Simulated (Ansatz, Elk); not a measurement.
**Bonding as seen by X-rays: V2CdSe4**

The structure of V2CdSe4 used here is made up (a known structure type with other elements) and was relaxed beforehand with PBEsol. The aim is the Fourier transform of its all-electron density, F(hkl), set beside the sum over free spherical atoms that refinements use.

Main program and level: Elk 11.2.3 (patched build); DFT, PBE, all-electron APW+lo, Dirac cores, scalar-relativistic bands, static density, ferromagnetic start.

The structure was built from a prototype and need not be the compound's stable phase.

## Step 1: Starting point

The structure is tetragonal, space group P-42m (No. 111). Conventional cell: a = 5.563 Å, b = 5.563 Å, c = 5.657 Å, α = 90.00°, β = 90.00°, γ = 90.00°. Nearest to Cd lie 4 Se at 2.63 Å. Nearest to Se lie 2 V at 2.40 Å and 1 Cd at 2.63 Å. Nearest to V lie 4 Se at 2.40 Å. Farther neighbours and most contacts between anions are not listed.

## Step 2: Ground state and structure factors

An all-electron density is needed, since X-rays see the cores too. Task 0 finds the density and task 195 Fourier-transforms it; tshift is off so that phases refer to the origin typed.

File elk.in:

```
tasks
  0
  195
  196

xctype
  20

spinpol
  .true.

rgkmax
  7.0

gmaxvr
  14.0

lmaxo
  7

lmaxapw
  8

swidth
  0.002

tshift
  .false.

ramdisk
  .false.

hmaxvr
  5.5

maxscl
  120

epspot
  1e-06

reducebf
  0.8

sppath
  './'

avec
  10.51320913580 -0.00000000000 0.00000000000
  -0.00000000000 10.51320913580 -0.00000000000
  0.00000000000 -0.00000000000 10.69014304097

atoms
  3
  'Cd.in'
  1
  0.0000000000 -0.0000000000 0.0000000000   0.000000 0.000000 0.000000
  'Se.in'
  4
  0.7234094557 0.7234094557 0.2605599579   0.000000 0.000000 0.000000
  0.2765905443 0.7234094557 0.7394400421   0.000000 0.000000 0.000000
  0.2765905443 0.2765905443 0.2605599579   0.000000 0.000000 0.000000
  0.7234094557 0.2765905443 0.7394400421   0.000000 0.000000 0.000000
  'V.in'
  2
  0.0000000000 0.5000000000 0.5000000000   0.000000 0.000000 -0.085000
  0.5000000000 -0.0000000000 0.5000000000   0.000000 0.000000 -0.085000

ngridk
  4 4 4
```

On the command line:

```console
$ OMP_NUM_THREADS=4 elk
```

Numbers of over 12 decimals in the logs are rounded to 6 here.

Output:

```text
┌─────────────────────────┐
│ Elk code version 11.2.3 │
└─────────────────────────┘

All units are atomic (Hartree, Bohr, etc.)

┌─────────────────────────────────────────────────┐
│ Ground-state run starting from atomic densities │
└─────────────────────────────────────────────────┘

Lattice vectors :
   10.51320914      -0.000000000       0.000000000
  -0.000000000       10.51320914      -0.000000000
   0.000000000      -0.000000000       10.69014304

Reciprocal lattice vectors :
  0.5976467533       0.000000000       0.000000000
   0.000000000      0.5976467533       0.000000000
   0.000000000       0.000000000      0.5877550266

Unit cell volume      :    1181.555494
Brillouin zone volume :   0.2099353054

Muffin-tin inner radius fraction :   0.1000000000E-01

Nuclei treated as point charges

Species : 1 (Cd)
 parameters loaded from : Cd.in
 name : cadmium
 nuclear charge    :   -48.00000000
 electronic charge :    48.00000000
 atomic mass :    204912.7176
 muffin-tin radius :    2.600000000
 number of radial points in muffin-tin :   1193
 inner part over the whole radius :   0.9972693929E-02
 number on inner part of muffin-tin    :    850
 approximate nuclear radius :   0.8708852602E-04
 number of mesh points to nuclear radius :    426
 atomic positions (lattice), magnetic fields (Cartesian) :
  1 :   0.00000000  0.00000000  0.00000000    0.00000000  0.00000000  0.00000000

Species : 2 (Se)
 parameters loaded from : Se.in
 name : selenium
 nuclear charge    :   -34.00000000
 electronic charge :    34.00000000
 atomic mass :    143935.2749
 muffin-tin radius :    2.240173492
 number of radial points in muffin-tin :    993
 inner part over the whole radius :   0.9862211808E-02
 number on inner part of muffin-tin    :    701
 approximate nuclear radius :   0.7785908700E-04
 number of mesh points to nuclear radius :    344
 atomic positions (lattice), magnetic fields (Cartesian) :
  1 :   0.72340946  0.72340946  0.26055996    0.00000000  0.00000000  0.00000000
  2 :   0.27659054  0.72340946  0.73944004    0.00000000  0.00000000  0.00000000
  3 :   0.27659054  0.27659054  0.26055996    0.00000000  0.00000000  0.00000000
  4 :   0.72340946  0.27659054  0.73944004    0.00000000  0.00000000  0.00000000

Species : 3 (V)
 parameters loaded from : V.in
 name : vanadium
 nuclear charge    :   -23.00000000
 electronic charge :    23.00000000
 atomic mass :    92860.67382
 muffin-tin radius :    2.240173492
 number of radial points in muffin-tin :    993
 inner part over the whole radius :   0.9967925792E-02
 number on inner part of muffin-tin    :    698
 approximate nuclear radius :   0.6897515165E-04
 number of mesh points to nuclear radius :    328
 atomic positions (lattice), magnetic fields (Cartesian) :
  1 :   0.00000000  0.50000000  0.50000000    0.00000000  0.00000000 -0.08500000
  2 :   0.50000000  0.00000000  0.50000000    0.00000000  0.00000000 -0.08500000

Total number of atoms per unit cell :    7
Total muffin-tin volume :    356.1653519
 ratio of muffin-tin to unit cell volume :   0.3014376842

Spin treatment :
 spin-polarised
 global magnetic field (Cartesian) :    0.000000000       0.000000000       0.000000000
 collinear magnetisation in z-direction

Number of Bravais lattice symmetries :   16
Number of crystal symmetries         :    8
Crystal has no inversion symmetry
Complex Hermitian eigensolver will be used

k-point grid :      4     4     4
k-point offset :    0.000000000       0.000000000       0.000000000
k-point set is reduced with full crystal symmetry group
Total number of k-points :       19

Muffin-tin radius times maximum |G+k| :    7.000000000
 using average radius
Maximum |G+k| for APW functions       :    3.054664603
Maximum (1/2)|G+k|²                   :    4.665487919
Maximum |G| for potential and density :    14.00000000
Constant for pseudocharge density :    9
 order of it for each species :   16  16  16
 order of it for pair densities of each species (exact exchange by exxq0 0: 17) :   13   9   9
[...]
[... loops 3 to 26 left out ...]

┌──────────────────┐
│ Loop number : 27 │
└──────────────────┘

Energies :
 Fermi                       :     0.170677
 sum of occupied eigenvalues :     -10105.371743144
 electron kinetic            :      17739.326839731
 core electron kinetic       :      16553.113283644
 Coulomb                     :     -34357.122159788
 Coulomb potential           :     -27066.524254833
 nuclear-nuclear             :     -1906.5499095857
 electron-nuclear            :     -37872.224009153
 Hartree                     :      5421.6517589511
 Madelung                    :     -20823.860032371
 xc potential                :     -778.01918298672
 xc effective B-field        :    -0.155141
 external B-field            :      0.000000
 exchange                    :     -586.64357325018
 correlation                 :     -11.256084788728
 electron entropic           :    -0.11269975296890E-02
 total energy                :     -17215.696105094
 (external B-field energy excluded from total)

Density of states at Fermi energy :    91.06859374
 (states/Hartree/unit cell)

Estimated indirect band gap :   0.8233833412E-03
 from k-point 8 to k-point 15
Estimated direct band gap   :   0.1946333357E-02
 at k-point 16

Charges :
 core                        :    122.0000000
 valence                     :    108.0000000
 interstitial                :    12.52914611
 muffin-tins (core leakage)
  species : 1 (Cd)
[...]
species : 2 (Se)
[...]
species : 3 (V)
[...]
total in muffin-tins        :    217.4708539
 total calculated charge     :    229.9985147
 total charge                :    230.0000000
 error                       :   0.1485253686E-02

Moments :
 interstitial                :   0.6424352179
 muffin-tins
  species : 1 (Cd)
[...]
species : 2 (Se)
[...]
species : 3 (V)
[...]
total in muffin-tins        :    3.357415525
 total moment                :    3.999850743

RMS change in Kohn-Sham potential (target) :   0.4337556889E-06 (  0.1000000000E-05)
Absolute change in total energy (target)   :   0.5569382483E-04 (  0.1000000000E-03)

Convergence targets achieved

┌──────────────────┐
│ Loop number : 28 │
└──────────────────┘

Energies :
 Fermi                       :     0.170677
 sum of occupied eigenvalues :     -10105.371750921
 electron kinetic            :      17739.326829602
 core electron kinetic       :      16553.113282042
 Coulomb                     :     -34357.122153645
 Coulomb potential           :     -27066.524266243
 nuclear-nuclear             :     -1906.5499095857
 electron-nuclear            :     -37872.223984715
 Hartree                     :      5421.6517406553
 Madelung                    :     -20823.860020524
 xc potential                :     -778.01917244065
 xc effective B-field        :    -0.155139
 external B-field            :      0.000000
 exchange                    :     -586.64357116485
 correlation                 :     -11.256084894155
 electron entropic           :    -0.11269966052476E-02
 total energy                :     -17215.696107099
 (external B-field energy excluded from total)

Density of states at Fermi energy :    91.06854117
 (states/Hartree/unit cell)

Estimated indirect band gap :   0.8233665251E-03
 from k-point 8 to k-point 15
Estimated direct band gap   :   0.1946237728E-02
 at k-point 16

Charges :
 core                        :    122.0000000
 valence                     :    108.0000000
 interstitial                :    12.52914762
 muffin-tins (core leakage)
  species : 1 (Cd)
[...]
species : 2 (Se)
[...]
atom 4                    :    32.09418745     (  0.1669971844E-03)
  species : 3 (V)
   atom 1                    :    21.21079937     ( -0.2176409364E-06)
   atom 2                    :    21.21079937     ( -0.2176409364E-06)
 total in muffin-tins        :    217.4708524
 total calculated charge     :    229.9985147
 total charge                :    230.0000000
 error                       :   0.1485253965E-02

Moments :
 interstitial                :   0.6424418385
 muffin-tins
  species : 1 (Cd)
[...]
species : 2 (Se)
[...]
atom 4                    :  -0.8048082376E-01
  species : 3 (V)
   atom 1                    :    1.821451060
   atom 2                    :    1.821451060
 total in muffin-tins        :    3.357408895
 total moment                :    3.999850733

┌──────────────────────────────┐
│ Self-consistent loop stopped │
└──────────────────────────────┘

Warning : core states of species 1 leak from the muffin-tin :   0.2442041046E-03

Warning : core states of species 2 leak from the muffin-tin :   0.1669971844E-03

Wrote STATE.OUT
```

It took 11 min on 4 threads of Arm Neoverse V1, shared host; peak memory 0.79 GiB.

SFACRHO.OUT:

```text

h k l indices transformed by vhmat matrix:
   1.000000000       0.000000000       0.000000000    
   0.000000000       1.000000000       0.000000000    
   0.000000000       0.000000000       1.000000000    

      h      k      l  multipl.   |H|            Re(F)            Im(F)           |F|

      0      0      0      1   0.0000000       230.00000      0.25074409E-15   230.00000    
      0      0     -1      2  0.58775503      -5.3803125     -0.56144754E-15   5.3803125    
      0      1      0      4  0.59764675       23.996719     -0.59471544E-14   23.996719    
     -1      0      1      8  0.83823482       44.547823      0.10146186E-13   44.547823    
     -1     -1      0      4  0.84520014       7.3440561     -0.61493785E-14   7.3440561    
      1     -1      1      4   1.0294752       78.486105       113.02153       137.60064    
      1     -1     -1      4   1.0294752       78.486105      -113.02153       137.60064    
      0      0      2      2   1.1755101      -35.399387     -0.54416131E-14   35.399387    
      0      2      0      4   1.1952935      -30.116562     -0.70809505E-13   30.116562    
     -1      0      2      8   1.3187136       56.784788     -0.14292845E-13   56.784788    
      0      2      1      8   1.3319844       11.723462      0.12297927E-13   11.723462    
     -1     -2      0      8   1.3363788       55.784231     -0.22565849E-13   55.784231    
      1     -1      2      4   1.4478215       2.2125026      -13.771608       13.948202    
     -1     -1      2      4   1.4478215       2.2125026       13.771608       13.948202    
     -1      2      1      8   1.4599192       36.534239      -33.715322       49.713917    
     -1     -2      1      8   1.4599192       36.534239       33.715322       49.713917    
      0     -2     -2      8   1.6764696       159.61884     -0.60413271E-13   159.61884    
      2     -2      0      4   1.6904003       154.73884     -0.12312823E-13   154.73884
```

Elk indexes on the primitive cell of elk.in and gives |H| = 4π sin θ/λ in inverse bohr. Below, one row stands for each form hkl of the conventional cell (m members, Friedel mates merged), F is for one primitive cell and the density is static (no thermal factor). Free-atom factors are Waasmaier and Kirfel's, and R is Σm||F|−|F'||/Σm|F|.

```
hkl   m  sin θ/λ (Å⁻¹)  abs F, DFT  neutral atoms   diff.  abs of complex diff.
001   2          0.088       5.380          4.879  +0.502                 0.502
100   4          0.090      23.997         24.119  -0.122                 0.122
101   8          0.126      44.548         44.669  -0.121                 0.121
110   4          0.127       7.344          7.676  -0.332                 0.332
111   8          0.155     137.601        137.005  +0.596                 0.679
002   2          0.177      35.399         35.001  +0.399                 0.399
200   4          0.180      30.117         29.676  +0.441                 0.441
102   8          0.198      56.785         56.850  -0.065                 0.065
201   8          0.200      11.723         11.668  +0.055                 0.055
210   8          0.201      55.784         55.785  -0.001                 0.001
112   8          0.218      13.948         13.662  +0.287                 0.293
211  16          0.220      49.714         49.855  -0.141                 0.155
202   8          0.252     159.619        160.054  -0.435                 0.435
220   4          0.254     154.739        155.159  -0.420                 0.420
003   2          0.265      24.593         24.469  +0.124                 0.124
212  16          0.268      20.225         20.258  -0.032                 0.060
221   8          0.269      10.090         10.463  -0.373                 0.390
300   4          0.270      81.385         81.623  -0.238                 0.238
```

## Step 3: The magnetisation density

The same run holds the spin density, and task 196 transforms it. The order is that of the start, and no other was tried.

SFACMAG_1.OUT:

```text

h k l indices transformed by vhmat matrix:
   1.000000000       0.000000000       0.000000000    
   0.000000000       1.000000000       0.000000000    
   0.000000000       0.000000000       1.000000000    

      h      k      l  multipl.   |H|            Re(F)            Im(F)           |F|

      0      0      0      1   0.0000000       3.9998509     -0.36368050E-17   3.9998509    
      0      0     -1      2  0.58775503      -3.6140478     -0.31225245E-15   3.6140478    
      0      1      0      4  0.59764675      0.10394678      0.17635783E-15  0.10394678    
     -1      0      1      8  0.83823482      0.32386100E-01  0.16657893E-15  0.32386100E-01
     -1     -1      0      4  0.84520014      -3.2428677     -0.24476533E-15   3.2428677    
      1     -1      1      4   1.0294752       2.8102191     -0.29989859       2.8261759    
      1     -1     -1      4   1.0294752       2.8102191      0.29989859       2.8261759    
      0      0      2      2   1.1755101       2.5686293     -0.54063149E-15   2.5686293    
      0      2      0      4   1.1952935       2.7074133     -0.10484046E-15   2.7074133    
     -1      0      2      8   1.3187136     -0.18748731E-01 -0.12491870E-15  0.18748731E-01
      0      2      1      8   1.3319844      -2.2476370      0.42867704E-15   2.2476370    
     -1     -2      0      8   1.3363788     -0.42895758E-01  0.16773369E-15  0.42895758E-01
      1     -1      2      4   1.4478215      -1.8330922      0.98992574E-01   1.8357632    
     -1     -1      2      4   1.4478215      -1.8330922     -0.98992574E-01   1.8357632    
     -1      2      1      8   1.4599192     -0.60669062E-02  0.14245335E-01  0.15483440E-01
     -1     -2      1      8   1.4599192     -0.60669062E-02 -0.14245335E-01  0.15483440E-01
```

The total moment is 4.00 μB a cell; sphere moments: Cd1 +0.04, Se2 -0.08, Se3 -0.08, Se4 -0.08, Se5 -0.08, V6 +1.82, V7 +1.82 μB. Polarised neutrons measure spin and orbital magnetisation together; without spin-orbit coupling the run gives the spin part:

```csv
hkl,sin θ/λ (Å⁻¹),abs F_M (μB)
001,0.088,3.614
100,0.090,0.104
101,0.126,0.032
110,0.127,3.243
111,0.155,2.826
002,0.177,2.569
200,0.180,2.707
102,0.198,0.019
201,0.200,2.248
210,0.201,0.043
112,0.218,1.836
211,0.220,0.015
202,0.252,1.451
220,0.254,1.537
```

## Step 4: The highest occupied states alone

An energy window below the Fermi level keeps the highest occupied states, to see at which angles they scatter; shallow core shells can lie inside it and anion s states outside. No new self-consistency is needed.

Edit elk.in of step 2 so:

```diff
@@ -1,5 +1,3 @@
 tasks
-  0
   195
-  196
 
@@ -44,2 +42,5 @@
 
+wsfac
+  -0.380560 0.470680
+
 sppath
```

On the command line:

```console
$ OMP_NUM_THREADS=4 elk
```

Output:

```text
┌─────────────────────────────────┐
│ Elk code version 11.2.3 started │
└─────────────────────────────────┘

Info(readinput): the functional depends on the density's gradient
 muffin-tin radial points multiplied by    2.00000
 (not where nrmtscf is given)

┌────────────────────┐
│ Current task : 195 │
└────────────────────┘
Info(checkmt): changed muffin-tin radius of species 2 (Se) from   2.4000 to   2.2402
Info(checkmt): changed muffin-tin radius of species 3 (V) from   2.4000 to   2.2402

Info(sfacrho): density structure factors written to SFACRHO.OUT

 Energy window :  -0.3805600000      0.4706800000

┌──────────────────┐
│ Elk code stopped │
└──────────────────┘
```

Wall time 31 s (4 threads); peak memory 0.37 GiB; 41 s of CPU time.

States within 15 eV below the Fermi level hold 46.00 electrons; any levels below the window count with the cores. Their amplitudes can exceed the total, where window and core parts have opposite phase:

| hkl | sin θ/λ (Å⁻¹) | abs F, window | abs F, all |
| --- | --- | --- | --- |
| 001 | 0.088 | 1.375 | 5.380 |
| 100 | 0.090 | 6.914 | 23.997 |
| 101 | 0.126 | 8.558 | 44.548 |
| 110 | 0.127 | 3.280 | 7.344 |
| 111 | 0.155 | 15.383 | 137.601 |
| 002 | 0.177 | 2.771 | 35.399 |
| 200 | 0.180 | 3.166 | 30.117 |
| 102 | 0.198 | 6.637 | 56.785 |
| 201 | 0.200 | 2.957 | 11.723 |
| 210 | 0.201 | 6.531 | 55.784 |

[end of part 1 of 2]

[Logs are printed without paths, hosts, clocks, repeated set-up lines and the standing remarks that a program may print on its own settings, such as how far it seeks lower states.]

[Hosts, paths, dates, database ids (printed as entryN), source tags and the programs' standing remarks are cut or masked in the printed files.]
